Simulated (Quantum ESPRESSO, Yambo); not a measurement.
# A GW chain in Yambo: PtSe2 (1T monolayer), part 3 of 3

Wanted: ground state, empty states, screening and self-energy for PtSe2 (1T monolayer).

Quantum ESPRESSO 7.5 and Yambo 5.3.0; PBE and many-body steps on it, plane waves. Known limits of the many-body steps: not at the basis limit; no spin polarisation; d states lean on the start; no spin-orbit coupling.

So far. Step 4 (Bands along the symmetry lines): The gap is 1.408 eV, +0.012 eV from the run before at this level. Step 5 (Empty states on the mesh, 6×6×1 mesh, 158 bands): On this mesh the gap is 1.671 eV. The earlier step found 1.396 eV, so this mesh misses an edge.

## Step 7: Screening and self-energy, 6×6×1 mesh, 158 bands, screening to 129.3 eV

G0W0 replaces the xc potential by the self-energy, built once from these orbitals. Only a window of levels is corrected, while the sums run over the empty bands that the input names.

This step: G0W0 on PBE, plane waves, norm-conserving pseudopotentials.

gw1.in reads:

```
HF_and_locXC
gw0
dyson
ppa
em1d
rim_cut
rim_w
RandQpts= 3000000
RandGvec= 100 RL
CUTGeo= "slab z"
RandGvecW= 9 RL
EXXRLvcs= 104 Ry
VXCRLvcs= 416 Ry
Chimod= "HARTREE"
% BndsRnXp
 1 | 158 |
%
NGsBlkXp= 9.5 Ry
% LongDrXp
 1 | 1 | 0 |
%
% GbndRnge
 1 | 158 |
%
DysSolver= "n"
ExtendOut
PPAPntXp= 27.21138 eV
% QPkrange
 5 | 5 | 32 | 35 |
 2 | 2 | 32 | 35 |
 1 | 1 | 32 | 35 |
%
```

The run is started by

```console
$ OMP_NUM_THREADS=2 mpirun -n 8 yambo -F gw1.in -J gw1 -C gw1 > gw1.log
```

The program printed:

```text
 Yambo, version 5.3.0

 [02] CORE Variables Setup
 =========================

  [... cell, symmetries and grids as in the set-up ...]

  [02.05] Energies & Occupations
  ==============================

  [X] === General ===
  [X] Electronic Temperature                        :  0.000000  0.000000 [eV K]
  [X] Bosonic    Temperature                        :  0.000000  0.000000 [eV K]
  [X] Finite Temperature mode                       : no
  [X] El. density                                   :  0.36106E+24 [cm-3]
  [X] Fermi Level                                   :  0.560811 [eV]

  [X] === Gaps and Widths ===
  [X] Conduction Band Min                           :  1.671478 [eV]
  [X] Valence Band Max                              :  0.000000 [eV]
  [X] Filled Bands                                  :   33
  [X] Empty Bands                                   :   34  158
  [X] Direct Gap                                    :  1.742781 [eV]
  [X] Direct Gap localized at k                     :  2
  [X] Indirect Gap                                  :  1.671478 [eV]
  [X] Indirect Gap between kpts                     :   5   2
  [X] Last valence band width                       :  1.322100 [eV]
  [X] 1st conduction band width                     :  1.289810 [eV]

 [03] Transferred momenta grid and indexing
 ==========================================

 IBZ Q-points                                      :   7
 BZ  Q-points                                      :   36

 K/Q-points units:
 rlu = crystal or reduced units; cc = cartesian coordinates; iku = interal k-units

 Q [1]          [rlu]:  0.000000  0.000000  0.000000
 Q [2]          [rlu]: -0.79653E-17  0.16667       0.0000
 Q [3]          [rlu]: -0.15931E-16  0.33333       0.0000
 Q [4]          [rlu]:  0.23896E-16 -0.50000       0.0000
 Q [5]          [rlu]:  0.166667  0.166667  0.000000
 Q [6]          [rlu]:  0.166667  0.333333  0.000000
 Q [7]          [rlu]:  0.333333  0.333333  0.000000

 [04] Coloumb potential Random Integration (RIM)
 ===============================================

 Performing RIM of v_slab

  [04.01] RIM initialization
  ==========================

  * Diagonal components only detected *

  8 x (sBL volume)        :  0.044685 [a.u.]
  sBZ random points       :  3000000
  Points outside the sBZ  :  24000829
  RL volume               :  0.201084 [a.u.]
  Integrated volume       :  0.201078 [a.u.]

  [04.02] RIM integrals
  =====================

  Gamma point sphere radius             :  0.040053 [a.u.]
  Points outside the sphere             :  2398884
  [Int_sBZ(q=0) 1/q^2]*(Vol_sBZ)^(-1/3) =:  7.507496
                                 should be <:  7.795600

  Summary of Coulomb integrals for non-metallic bands |Q|[au] RIM/Bare

  Q [1] 0.100000E-4 0.963043 * Q [2] 0.170580 1.006789
  Q [5] 0.295453 1.027267 * Q [3] 0.341160 1.025145
  Q [6] 0.451312 1.018159 * Q [4] 0.511740 1.014796
  Q [7] 0.590906 1.011479
  Non-periodic chartesian directions : none
  Optical renormalization            :  28.34589 [au]
  Polarizability dimension           : length

 [05] Coloumb potential CutOffslab
 =================================

 Cut directionsZ
 Slab Cutoff:Z
 Symmetry test passed : yes

 [06] Dipoles
 ============

  [06.01] Setup: observables and procedures
  =========================================

  [WARNING] [x,Vnl] slows the Dipoles computation. To neglect it rename the ns.kb_pp file

 [07] Dynamic Dielectric Matrix (PPA)
 ====================================

 [SLK-Inversion]  Pools        :  2
 [SLK-Inversion]  BLACS grid   :  2  2

 [WR./gw1//ndb.pp]---------------------------------------------------------------
  Brillouin Zone Q/K grids (IBZ/BZ)                :    7   36    7   36
  RL vectors                                       :  25897 [WF]
  Coulomb cutoff potential                         : slab z
  Electronic Temperature                           :  0.000000 [K]
  Bosonic    Temperature                           :  0.000000 [K]
  PPA    diel. fun.  energies                      : Perdew, Burke & Ernzerhof(X)+Perdew, Burke & Ernzerhof(C)
  wavefunctions                                    : Perdew, Burke & Ernzerhof(X)+Perdew, Burke & Ernzerhof(C)
  Global Gauge                                     : length
  X matrix size                                    :   689
  X band range                                     :    1  158
  X e/h energy range                               : -1.000000 -1.000000 [eV]
  X Time ordering                                  : R
  X Hxc Kernel                                     : HARTREE
  X Drude frequency                                :  0.000000  0.000000
  X poles                                          :  100.0000 [o/o]
  RL vectors in the sum                            :  25897
  [r,Vnl] included                                 : yes
  Field direction                                  :  0.707107E-5  0.707107E-5   0.00000
  BZ energy Double Grid                            : no
  BZ energy DbGd points                            : 0
  BZ Q point size factor                           : -1.000000
  X Optical Averaged directions                    : none

 [08] Local Exchange-Correlation + Non-Local Fock
 ================================================

 [VXC] Plane waves :  176333
 [EXS] Plane waves :  22149

 QP @ state[ 1 ] K range:  1  2
 QP @ state[ 1 ] b range:   32   35
 QP @ state[ 2 ] K range:   5   5
 QP @ state[ 2 ] b range:   32   35

 [xc] Functional : Perdew, Burke & Ernzerhof(X)+Perdew, Burke & Ernzerhof(C)
 [xc] LIBXC used to calculate xc functional
  PP Number of Atomic Species                      :  2
  NLCC RL compoments                               :  176333
  PP Number of Atomic Species                      :  2
  NLCC RL compoments                               :  176333

 [xc] E_xc :  -62.08774 [Ha]
      E_xc :  -124.1755 [Ry]

  Local XC kind (lXC) : Perdew, Burke & Ernzerhof(X)+Perdew, Burke & Ernzerhof(C)
  Non-Local XC kind (nlXC) : Hartree-Fock

  Corrections @ K [1] :  [eV]
 <32|nlXC|32> = -16.52070 -0.62974E-18 <32|lXC|32> = -14.96911 -0.18882E-15
 <33|nlXC|33> = -16.52063 -0.36436E-17 <33|lXC|33> = -14.96910  0.94408E-16
 <34|nlXC|34> = -14.18286  0.30581E-17 <34|lXC|34> = -17.79633 -0.37763E-15
 <35|nlXC|35> = -14.18285 -0.35465E-17 <35|lXC|35> = -17.79633  0.75527E-15

  Corrections @ K [2] :  [eV]
 <32|nlXC|32> = -16.42785  0.29714E-19 <32|lXC|32> = -14.47400  0.14161E-15
 <33|nlXC|33> = -17.76597  0.40732E-17 <33|lXC|33> = -15.82276 -0.94408E-16
 <34|nlXC|34> = -13.42778 -0.30309E-17 <34|lXC|34> = -16.42150  0.37763E-15
 <35|nlXC|35> = -13.69932  0.86467E-18 <35|lXC|35> = -17.32083 -0.37763E-15

  Corrections @ K [5] :  [eV]
 <32|nlXC|32> = -20.67733 -0.37461E-17 <32|lXC|32> = -17.50627  0.70806E-16
 <33|nlXC|33> = -17.51169 -0.67368E-17 <33|lXC|33> = -15.41059 -0.18882E-15
 <34|nlXC|34> = -12.70574  0.53883E-18 <34|lXC|34> = -15.96919  0.000000
 <35|nlXC|35> = -13.40900 -0.16994E-17 <35|lXC|35> = -16.71135  0.000000

 [09] Dyson equation: Newton solver
 ==================================

  [09.01] RIM-W interpolation
  ===========================

  [WARNING] RIM-W works only for 2D semiconductors with slab cutoff
  Found compatible q grid: 2D
  q_min[ 1 ]:  0.16667      0.62635E-11   0.0000     [rlu]
   0.166667  0.083333  0.000000 [iku]
  q_min[ 2 ]:  0.75114E-11  0.16667       0.0000     [rlu]
   0.12642E-10  0.16667       0.0000     [iku]
  G-vectors :   9
  G-vectors loaded:   63
  Number of interpolated frequencies:  2

  Evaluating coefficients q = 0
  Evaluating coefficients q = 0

  [09.02] RIM-W integrals
  =======================

  8 x (sBL volume)        :  0.044685 [a.u.]
  sBZ random points       :  3000000
  Points outside the sBZ  :  24000829
  RL volume               :  0.201084 [a.u.]
  Integrated volume       :  0.201078 [a.u.]

  [09.03] RIM integrals
  =====================

  Comparison between head Wc = W - v averages: < Wc > [au] RIM-W/RIM

   < -Wc [Q = 1] > 0.380266E-1 0.571411E-4 * < -Wc [Q = 2] > 0.005778 0.005603
   < -Wc [Q = 3] > 0.001060 0.001039 * < -Wc [Q = 4] > 0.356302E-3 0.352597E-3
   < -Wc [Q = 5] > 0.001551 0.001516 * < -Wc [Q = 6] > 0.502043E-3 0.495985E-3
   < -Wc [Q = 7] > 0.231163E-3 0.228489E-3

  Comparison between head Wc = W - v averages: < Wc > [au] RIM-W/RIM

   < -Wc [G = 1,G`=0] > 0.380266E-1 0.571411E-4 * < -Wc [G = 2,G`=0] >-0.002074 0.000000
   < -Wc [G = 3,G`=0] >-0.002074 0.000000 * < -Wc [G = 4,G`=0] > 0.775833E-5  0.00000
   < -Wc [G = 5,G`=0] > 0.771897E-5  0.00000 * < -Wc [G = 6,G`=0] > 0.135343E-3  0.00000
   < -Wc [G = 7,G`=0] > 0.135374E-3  0.00000 * < -Wc [G = 8,G`=0] >-0.248167E-4  0.00000
   < -Wc [G = 9,G`=0] >-0.248157E-4  0.00000

 [10] G0W0 (W PPA)
 =================

 [  GW  ] Bands range     :    1  158
 [GW/PPA] G damping       :  0.100000 [eV]

 QP @ state[ 1 ] K range:  1  2
 QP @ state[ 1 ] b range:   32   35
 QP @ state[ 2 ] K range:   5   5
 QP @ state[ 2 ] b range:   32   35

  Sc/G bands                                       :    1  158
  Sc/G damping                                     :  0.100000 ev
  Sc bands terminator                              : no
  Sx RL components                                 :  22149

  QP @ state[ 1 ] K range                          :  1  2
  QP @ state[ 1 ] b range                          :   32   35
  QP @ state[ 2 ] K range                          :   5   5
  QP @ state[ 2 ] b range                          :   32   35
  GF energies kind                                 : Perdew, Burke & Ernzerhof(X)+Perdew, Burke & Ernzerhof(C)
  GF WF`s kind                                     : Perdew, Burke & Ernzerhof(X)+Perdew, Burke & Ernzerhof(C)
  Xs energies kind                                 : Perdew, Burke & Ernzerhof(X)+Perdew, Burke & Ernzerhof(C)
  Xs WF`s kind                                     : Perdew, Burke & Ernzerhof(X)+Perdew, Burke & Ernzerhof(C)

 [14] Game Over & Game summary
```

The job ended after 9 min (8 MPI ranks of Arm Neoverse V1, shared host; peak memory 12 GiB).

Numbers from this step:

```
G0W0 gap on the points computed              : 2.781 eV
starting gap on the mesh                     : 1.671 eV
k of the valence top                         : 0.1667, 0.1667, 0
k of the conduction bottom                   : 0, 0.1667, 0
least direct G0W0 gap on the computed points : 2.812 eV
Z at the valence top                         : 0.7422
Z at the conduction bottom                   : 0.7465
```

The gap on the mesh goes from 1.67 eV to 2.78 eV, a correction of +1.11 eV. The start differs from the 1.40 eV found before because the two sample other k points.

Limits: finite bands, cutoff and mesh; no spin polarisation; d states lean on the start; no spin-orbit coupling. v1 is the top filled band, c1 the lowest empty one. Levels before and after the correction, in eV, zero at the valence-band top of each column:

|  | conduction bottom | valence top |
| --- | --- | --- |
| Kohn-Sham | 1.67 | 0.00 |
| G0W0 | 2.78 | 0.00 |

|  | level | energy (eV) |
| --- | --- | --- |
| Kohn-Sham | (0 0.167 0) v2 | -0.122 |
| Kohn-Sham | (0 0.167 0) v1 | -0.071 |
| Kohn-Sham | (0 0.167 0) c1 | 1.671 |
| Kohn-Sham | (0 0.167 0) c2 | 2.655 |
| Kohn-Sham | (0.167 0.167 0) v2 | -0.660 |
| Kohn-Sham | (0.167 0.167 0) v1 | 0.000 |
| Kohn-Sham | (0.167 0.167 0) c1 | 1.806 |
| Kohn-Sham | (0.167 0.167 0) c2 | 1.841 |
| G0W0 | (0 0.167 0) v2 | -0.193 |
| G0W0 | (0 0.167 0) v1 | -0.031 |
| G0W0 | (0 0.167 0) c1 | 2.781 |
| G0W0 | (0 0.167 0) c2 | 3.911 |
| G0W0 | (0.167 0.167 0) v2 | -0.518 |
| G0W0 | (0.167 0.167 0) v1 | 0.000 |
| G0W0 | (0.167 0.167 0) c1 | 2.914 |
| G0W0 | (0.167 0.167 0) c2 | 2.996 |

## Step 8: Where the time went

Times are wall times on the hardware named with each run. The host was busy with other work, so they are no guide to cost.

| step | time | share | memory (GiB) |
| --- | --- | --- | --- |
| relaxation | 2.2 min | 15 % | 1.9 |
| ground state | 75 s | 9 % | 1.9 |
| bands along the symmetry lines | 28 s | 3 % | 2.8 |
| empty states on the mesh | 76 s | 9 % | 2.2 |
| conversion and set-up | 5.4 s | 1 % | 0.27 |
| screening and self-energy | 9 min | 63 % | 12 |

## Step 9: Results

| Item | Value |
| --- | --- |
| PBE gap | 1.40 eV, indirect |
| G0W0 gap on the mesh | 2.78 eV |
| G0W0 gap over the zone (rigid shift) | 2.51 eV |
| GW settings | 6×6×1 mesh, 158 bands, screening to 129.3 eV, Godby-Needs plasmon pole |
| known limits | not at the basis limit; no spin polarisation; d states lean on the start; no spin-orbit coupling |

In words: G0W0 moves the gap on the mesh from 1.67 eV to 2.78 eV (+1.11 eV), with Z of 0.74 and 0.75 at the edges. The mesh misses the band edges by 0.28 eV in all; a rigid shift gives 2.51 eV for the zone. Only 3 of the mesh's irreducible points were corrected, so a valley elsewhere could overtake. The dearest step here is «screening and self-energy». Against experiment, by G0W0@PBE: the gap of 2.51 eV lies +0.61 eV from the measured 1.9 ± 0.05 eV (electronic, 8.5 K, on bilayer graphene on SiC(0001), 2023); the gap of 2.51 eV lies +0.51 eV from the measured 2 ± 0.1 eV (electronic, 77 K, on HOPG, 2021); the gap of 2.51 eV lies +0.56 eV from the measured 1.95 ± 0.05 eV (electronic, on bilayer graphene on SiC(0001), 2023). The computed sheet is free-standing; a substrate or cover screens it further and lowers both gap and binding, while the exciton line moves little. The calculation has static nuclei and no excitons; a measured gap holds zero-point and thermal motion, which mostly lowers it. With atoms this heavy the missing spin-orbit coupling can matter too. Bands and cutoff are finite, so the gap is not at the basis limit. The miss can reach some tenths of an eV and take either sign; the mesh is an error of its own. In the G0W0 run levels were corrected at 3 k points alone, so a gap called «on the mesh» is the least over those, and an edge elsewhere would be missed. A denser mesh or path gives a starting gap of 1.40 eV: the GW mesh misses a band edge, so its gaps are not the fundamental one. The runs have no spin polarisation. For a closed low-spin shell that is the natural state; where a d or f shell is open it is a constraint, and the gap is then not the crystal's own. With d states at the gap, one-shot GW leans hard on its start.

[Paths, hosts, dates, memory and timing lines, banners, echoed tables and standing remarks are left out of the program output.]

[Logs are printed without paths, hosts, clocks, repeated set-up lines and the standing remarks that a program may print on its own settings, such as how far it seeks lower states.]

[Runs of the session that timed out or met a known fault of the program may be left out.]

[Hosts, paths, dates, database ids (printed as entryN), source tags and the programs' standing remarks are cut or masked in the printed files.]
